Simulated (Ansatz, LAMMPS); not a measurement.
## Neighbourhoods of single atoms in Na+ TFSI- in fluoroethylene carbonate at 400 K (228 atoms)

Density of this cell: 1.58 g/cm³. The cell holds 228 atoms: 3 N, 6 S, 66 O, 60 C, 36 F, 54 H and 3 Na. Its edges and angles: a = 14.355 Å, b = 14.355 Å, c = 14.355 Å, α = 90.0°, β = 90.0°, γ = 90.0°. 18 fluoroethylene carbonate, 3 Na+, 3 TFSI- placed at random, at 1.58 g/cm³; overlaps pushed apart, then 10 ps at 550 K with Joung-Cheatham ions (J. Phys. Chem. B 112, 9020 (2008)); MMFF94 bonds, angles, torsions, charges and radii (Halgren, J. Comput. Chem. 17, 490 (1996)) in harmonic and 12-6 forms; charges of ions scaled by 0.8. Snapshot after 30 ps at 400 K and fixed volume.

Method: Kohn-Sham DFT, PBEsol, PAW (set soft_2), plane waves (Ansatz 0.2.0; cutoff 420 eV, Γ point, gaussian smearing of 0.025 eV), at the geometry as built.

The whole cell was solved; only parts of it are printed.

The surroundings of S39, which bears the longest force, nearest first, numbered as they follow in the input and with coordinates relative to it.

| atom | x | y | z | distance (Å) | intrinsic-atomic-orbital charge (e) | Fx | Fy | Fz (eV/Å) |
| --- | --- | --- | --- | --- | --- | --- | --- | --- |
| S39 | 0.00 | 0.00 | 0.00 | 0.00 | 2.13 | -6.02 | -1.44 | -1.93 |
| O41 | -0.81 | -0.86 | 0.85 | 1.46 | -0.91 | 0.58 | 0.18 | 0.11 |
| O40 | -0.01 | -0.42 | -1.40 | 1.46 | -0.91 | 0.14 | 0.92 | 0.46 |
| N31 | 1.30 | 0.56 | 0.52 | 1.51 | -1.05 | 3.48 | 0.17 | 2.19 |
| C42 | -0.89 | 1.59 | 0.05 | 1.82 | 0.55 | -2.60 | 0.71 | 0.57 |
| F43 | -0.28 | 2.38 | -0.81 | 2.53 | -0.22 | -0.53 | 0.64 | 1.05 |
| S32 | 2.13 | -0.61 | 1.23 | 2.53 | 2.12 | 1.44 | -1.27 | 0.67 |
| F44 | -2.25 | 1.41 | -0.36 | 2.68 | -0.29 | 2.30 | 0.13 | 0.77 |
| F45 | -0.98 | 2.17 | 1.32 | 2.73 | -0.28 | 0.50 | -0.88 | -2.00 |
| F36 | 1.45 | -2.40 | -0.75 | 2.91 | -0.26 | 0.35 | -0.21 | 1.34 |
| C35 | 2.47 | -1.63 | -0.29 | 2.98 | 0.54 | -0.31 | -0.95 | -2.11 |
| O34 | 1.46 | -1.47 | 2.17 | 3.00 | -0.89 | -0.44 | 0.04 | 0.00 |
| F37 | 2.62 | -0.75 | -1.29 | 3.02 | -0.27 | 1.14 | 0.27 | -0.05 |
| H123 | -0.93 | -3.54 | -0.17 | 3.66 | 0.22 | -1.23 | 0.84 | 0.40 |
| O122 | -2.45 | -2.45 | -1.19 | 3.67 | -0.32 | -0.74 | 0.15 | 0.29 |
| H215 | -2.37 | -0.06 | -2.84 | 3.70 | 0.22 | -1.45 | 0.14 | -1.00 |
| F206 | -1.64 | 2.06 | -2.77 | 3.82 | -0.32 | 1.83 | 1.20 | 0.35 |
| O109 | 1.24 | 2.59 | -2.57 | 3.85 | -0.28 | -0.21 | 1.20 | 0.03 |
| O33 | 3.45 | -0.22 | 1.68 | 3.85 | -0.89 | -0.32 | 0.94 | -0.53 |
| H115 | 2.56 | 1.11 | -2.68 | 3.87 | 0.23 | 0.68 | 0.09 | 0.45 |
| H124 | -2.60 | -2.51 | 1.67 | 3.98 | 0.22 | 0.41 | 1.00 | -0.07 |
| C117 | -2.06 | -3.44 | -0.26 | 4.02 | 0.31 | 1.10 | 0.54 | -1.00 |

The surroundings of N16, one of the 3 N atoms, nearest first, numbered as they follow in the input and with coordinates relative to it.

| atom | x | y | z | distance (Å) | intrinsic-atomic-orbital charge (e) | Fx | Fy | Fz (eV/Å) |
| --- | --- | --- | --- | --- | --- | --- | --- | --- |
| N16 | 0.00 | 0.00 | 0.00 | 0.00 | -1.00 | -0.23 | 0.74 | -0.01 |
| S17 | -1.14 | 0.42 | -1.02 | 1.58 | 2.11 | -1.13 | 0.67 | -1.27 |
| S24 | 1.43 | 0.57 | -0.39 | 1.59 | 2.12 | 1.04 | -0.20 | 1.75 |
| O25 | 2.50 | -0.15 | 0.26 | 2.52 | -0.88 | -0.51 | -0.58 | 0.06 |
| C20 | -0.75 | -0.74 | -2.36 | 2.59 | 0.54 | -1.38 | -1.92 | -2.63 |
| O26 | 1.68 | 0.86 | -1.78 | 2.60 | -0.90 | 0.00 | 0.28 | -0.81 |
| O18 | -2.52 | 0.06 | -0.69 | 2.61 | -0.88 | 1.20 | 0.00 | 0.80 |
| O19 | -1.03 | 1.72 | -1.68 | 2.61 | -0.90 | -0.41 | -0.56 | 0.05 |
| F22 | -0.10 | -1.80 | -1.91 | 2.63 | -0.24 | 0.71 | 0.12 | -0.15 |
| C27 | 1.45 | 2.24 | 0.43 | 2.70 | 0.54 | -0.80 | 2.82 | -0.37 |
| F7 | -0.70 | -2.54 | 0.83 | 2.77 | -0.24 | 0.17 | -1.15 | 0.91 |
| O10 | -0.21 | -0.75 | 2.70 | 2.81 | -0.91 | 0.03 | 0.18 | 0.33 |
| F29 | 0.29 | 2.80 | -0.03 | 2.81 | -0.27 | 0.94 | 0.26 | 0.58 |
| F30 | 1.37 | 2.36 | 1.78 | 3.26 | -0.24 | 0.83 | -0.76 | -1.10 |
| F21 | -0.17 | -0.19 | -3.45 | 3.46 | -0.25 | 0.28 | -0.13 | 0.88 |
| F23 | -1.91 | -1.30 | -2.92 | 3.72 | -0.31 | 0.28 | 0.64 | 0.69 |
| H213 | 2.61 | -2.07 | -1.74 | 3.76 | 0.18 | 0.12 | 0.09 | -0.69 |
| C5 | -0.22 | -3.66 | 1.42 | 3.93 | 0.54 | 2.08 | -0.46 | -3.01 |
| F28 | 2.48 | 3.07 | -0.06 | 3.94 | -0.27 | -1.18 | -1.76 | 0.99 |
| F8 | 1.18 | -3.66 | 1.27 | 4.05 | -0.28 | -1.80 | 0.56 | 0.78 |
| S9 | -0.50 | -1.51 | 3.90 | 4.21 | 2.16 | -0.56 | 3.48 | -1.70 |
| O131 | -2.38 | 3.59 | 0.11 | 4.31 | -0.46 | 0.22 | 2.87 | 0.69 |
| Na226 | -3.42 | 2.05 | -1.78 | 4.37 | 0.76 | 0.27 | 0.50 | 0.10 |
| Na227 | 4.30 | 0.45 | -1.17 | 4.48 | 0.77 | 0.34 | 0.08 | 0.01 |
| H205 | 0.19 | 4.27 | -1.68 | 4.60 | 0.20 | 0.89 | 0.75 | -1.34 |
| H165 | 1.38 | 1.52 | -4.16 | 4.63 | 0.21 | 0.10 | -0.38 | -0.29 |
| F6 | -0.58 | -4.72 | 0.63 | 4.80 | -0.28 | -0.56 | 0.72 | 0.94 |
| C207 | 3.37 | -2.43 | -2.49 | 4.84 | 0.30 | -1.65 | -0.70 | 4.51 |
| N1 | 0.21 | -2.86 | 3.92 | 4.86 | -1.03 | -0.30 | -2.48 | -0.05 |
| O11 | -1.87 | -1.42 | 4.33 | 4.93 | -0.93 | -0.67 | -0.34 | 0.71 |
| O51 | 4.75 | 0.74 | 1.12 | 4.93 | -0.46 | 1.68 | 1.49 | 1.68 |
| F44 | 3.95 | -2.94 | 0.54 | 4.96 | -0.29 | 2.30 | 0.13 | 0.77 |
| O69 | -4.34 | 1.16 | 2.26 | 5.03 | -0.31 | -0.12 | -1.77 | 0.37 |
| H164 | 2.79 | 0.48 | -4.21 | 5.07 | 0.21 | 0.71 | -0.13 | -0.01 |

Local excerpt of 46 atoms (numbers count through the whole input) about C177, picked at random; x, y, z are measured from there.

| atom | x | y | z | distance (Å) | intrinsic-atomic-orbital charge (e) | Fx | Fy | Fz (eV/Å) |
| --- | --- | --- | --- | --- | --- | --- | --- | --- |
| C177 | 0.00 | 0.00 | 0.00 | 0.00 | 0.30 | -1.36 | -0.26 | 1.60 |
| H183 | -0.12 | -0.41 | -0.98 | 1.07 | 0.22 | 0.07 | -1.01 | -0.75 |
| F176 | 1.12 | -0.38 | 0.67 | 1.36 | -0.29 | 0.78 | 0.12 | -1.01 |
| O182 | -1.02 | -0.46 | 0.91 | 1.44 | -0.34 | -0.09 | 1.17 | 0.62 |
| C178 | -0.22 | 1.45 | 0.05 | 1.47 | -0.17 | 0.75 | 1.97 | 0.63 |
| H185 | 0.64 | 2.01 | -0.32 | 2.14 | 0.22 | 0.50 | 0.08 | 0.11 |
| O179 | -0.26 | 1.63 | 1.51 | 2.23 | -0.33 | -2.44 | -1.45 | 0.43 |
| C180 | -1.04 | 0.52 | 1.93 | 2.25 | 0.65 | 0.00 | -0.89 | 1.23 |
| H184 | -1.10 | 1.95 | -0.47 | 2.29 | 0.22 | 0.39 | -1.13 | 0.55 |
| F56 | 2.24 | -0.32 | -1.97 | 3.00 | -0.31 | -1.13 | -0.75 | -0.07 |
| O161 | -2.60 | 0.72 | -1.85 | 3.27 | -0.46 | -0.35 | -0.23 | 1.95 |
| C160 | -3.16 | -0.02 | -1.05 | 3.33 | 0.64 | 1.05 | 1.76 | -0.25 |
| F136 | 0.39 | -3.03 | -1.49 | 3.40 | -0.30 | 0.06 | 0.57 | 0.64 |
| O181 | -1.60 | 0.30 | 3.03 | 3.43 | -0.45 | 1.62 | 1.22 | -3.16 |
| O159 | -3.48 | 0.22 | 0.31 | 3.51 | -0.33 | 0.29 | -1.24 | -3.40 |
| O62 | 3.63 | 0.31 | -0.36 | 3.66 | -0.30 | 0.75 | -1.44 | 0.69 |
| O111 | -0.13 | -2.21 | 3.10 | 3.81 | -0.49 | 2.75 | -0.13 | -0.25 |
| H55 | -0.23 | -0.11 | -3.88 | 3.89 | 0.22 | -0.19 | 0.05 | -0.56 |
| C57 | 3.55 | -0.15 | -1.69 | 3.94 | 0.30 | 0.79 | 0.00 | -1.47 |
| O112 | 1.86 | -2.79 | 2.09 | 3.95 | -0.28 | -1.03 | 3.54 | -0.46 |
| O162 | -3.53 | -1.24 | -1.46 | 4.01 | -0.31 | -1.00 | -0.48 | -0.33 |
| F96 | 0.36 | 2.20 | -3.37 | 4.04 | -0.32 | -0.09 | -1.59 | 1.14 |
| C60 | 3.97 | -0.80 | 0.40 | 4.07 | 0.66 | 0.84 | -0.77 | 1.71 |
| H164 | -3.60 | -1.71 | 1.23 | 4.17 | 0.21 | 0.71 | -0.13 | -0.01 |
| C110 | 0.94 | -2.85 | 3.04 | 4.27 | 0.65 | -5.47 | -0.04 | 0.18 |
| C158 | -4.17 | -1.01 | 0.63 | 4.34 | -0.17 | -1.97 | 0.88 | 1.81 |
| O61 | 4.10 | -0.84 | 1.63 | 4.49 | -0.48 | -0.63 | 0.42 | -3.24 |
| O89 | -1.58 | 4.16 | 0.85 | 4.53 | -0.33 | 0.76 | 1.73 | -0.91 |
| H63 | 3.85 | 0.60 | -2.44 | 4.60 | 0.22 | 0.72 | 0.24 | 0.54 |
| H54 | -0.14 | -1.92 | -4.24 | 4.66 | 0.20 | -0.21 | 0.84 | 0.17 |
| O59 | 4.24 | -1.89 | -0.40 | 4.66 | -0.31 | -0.02 | 1.07 | 2.08 |
| C48 | -0.61 | -0.92 | -4.53 | 4.66 | -0.16 | 0.65 | -1.66 | 0.09 |
| C137 | 0.24 | -4.32 | -1.88 | 4.71 | 0.29 | -1.10 | -1.35 | 0.81 |
| H175 | 2.91 | 3.58 | 1.06 | 4.73 | 0.21 | 0.26 | 0.91 | -0.40 |
| H53 | -2.38 | -1.73 | -3.74 | 4.76 | 0.24 | -1.24 | -1.13 | 1.86 |
| O91 | -1.05 | 4.58 | -1.35 | 4.89 | -0.47 | 1.07 | 0.65 | 2.90 |
| C90 | -0.86 | 4.83 | -0.15 | 4.91 | 0.63 | -2.20 | -0.97 | -1.89 |
| C58 | 4.41 | -1.44 | -1.71 | 4.94 | -0.17 | -1.86 | -0.81 | -1.42 |
| C157 | -4.63 | -1.61 | -0.66 | 4.94 | 0.29 | 0.02 | 0.25 | 0.89 |
| F86 | 0.94 | 4.54 | 1.81 | 4.98 | -0.30 | 0.80 | -0.20 | 0.17 |
| H143 | -0.81 | -4.49 | -2.17 | 5.05 | 0.23 | -0.01 | 0.19 | -0.19 |
| Na227 | -2.08 | -1.74 | 4.27 | 5.06 | 0.77 | 0.34 | 0.08 | 0.01 |
| H103 | 0.81 | 4.11 | -2.89 | 5.09 | 0.21 | 0.27 | -0.19 | -0.19 |
| O211 | -2.09 | -4.65 | -0.14 | 5.10 | -0.49 | -0.79 | -0.19 | 0.65 |
| C47 | -2.07 | -1.15 | -4.55 | 5.13 | 0.28 | -0.35 | 0.88 | -0.58 |
| C97 | 0.57 | 3.47 | -3.76 | 5.15 | 0.31 | -1.47 | 0.92 | 0.75 |

Length of the force by element:

| element | coordination | atoms | mean length of the force (eV/Å) | spread | least | most |
| --- | --- | --- | --- | --- | --- | --- |
| C | all | 60 | 2.61 | 1.27 | 0.816 | 6.46 |
| F | all | 36 | 1.43 | 0.639 | 0.304 | 3.41 |
| H | all | 54 | 1.20 | 0.574 | 0.270 | 2.86 |
| N | all | 3 | 2.46 | 1.37 | 0.772 | 4.12 |
| Na | all | 3 | 0.557 | 0.163 | 0.346 | 0.742 |
| O | all | 66 | 1.97 | 1.04 | 0.375 | 4.55 |
| S | all | 6 | 3.17 | 1.64 | 1.83 | 6.49 |

Intrinsic-atomic-orbital charges by element:

| element | coordination | atoms | mean charge (e) | spread | least | most |
| --- | --- | --- | --- | --- | --- | --- |
| C | all | 60 | 0.286 | 0.331 | -0.207 | 0.663 |
| F | all | 36 | -0.283 | 0.0266 | -0.320 | -0.222 |
| H | all | 54 | 0.214 | 0.0145 | 0.174 | 0.244 |
| N | all | 3 | -1.03 | 0.024 | -1.05 | -0.996 |
| Na | all | 3 | 0.766 | 0.0031 | 0.762 | 0.770 |
| O | all | 66 | -0.462 | 0.218 | -0.932 | -0.277 |
| S | all | 6 | 2.13 | 0.0216 | 2.11 | 2.16 |

The force components of 1.3 eV/Å r.m.s. hold both thermal displacement and the mismatch between the potential that made the cell and DFT, above all in bond lengths inside molecules. The network of contacts between molecules at the start is that of the classical potential that made the cell, and needn't be the one that DFT or experiment would give. The functional has no dispersion term, which matters for the binding between molecules or layers. The density was typed from a rule of thumb and may lie off the real one at this temperature. Only the Γ point is sampled, in a cell whose shortest periodic width is 14 Å.

[Hosts, paths, dates, database ids (printed as entryN), source tags and the programs' standing remarks are cut or masked in the printed files.]

[The MMFF94 radii named for the starting cell were scaled by 0.96; in molecules described by MMFF94, hydrogen bound to N, O or S took a small fixed 12-6 site in their place.]
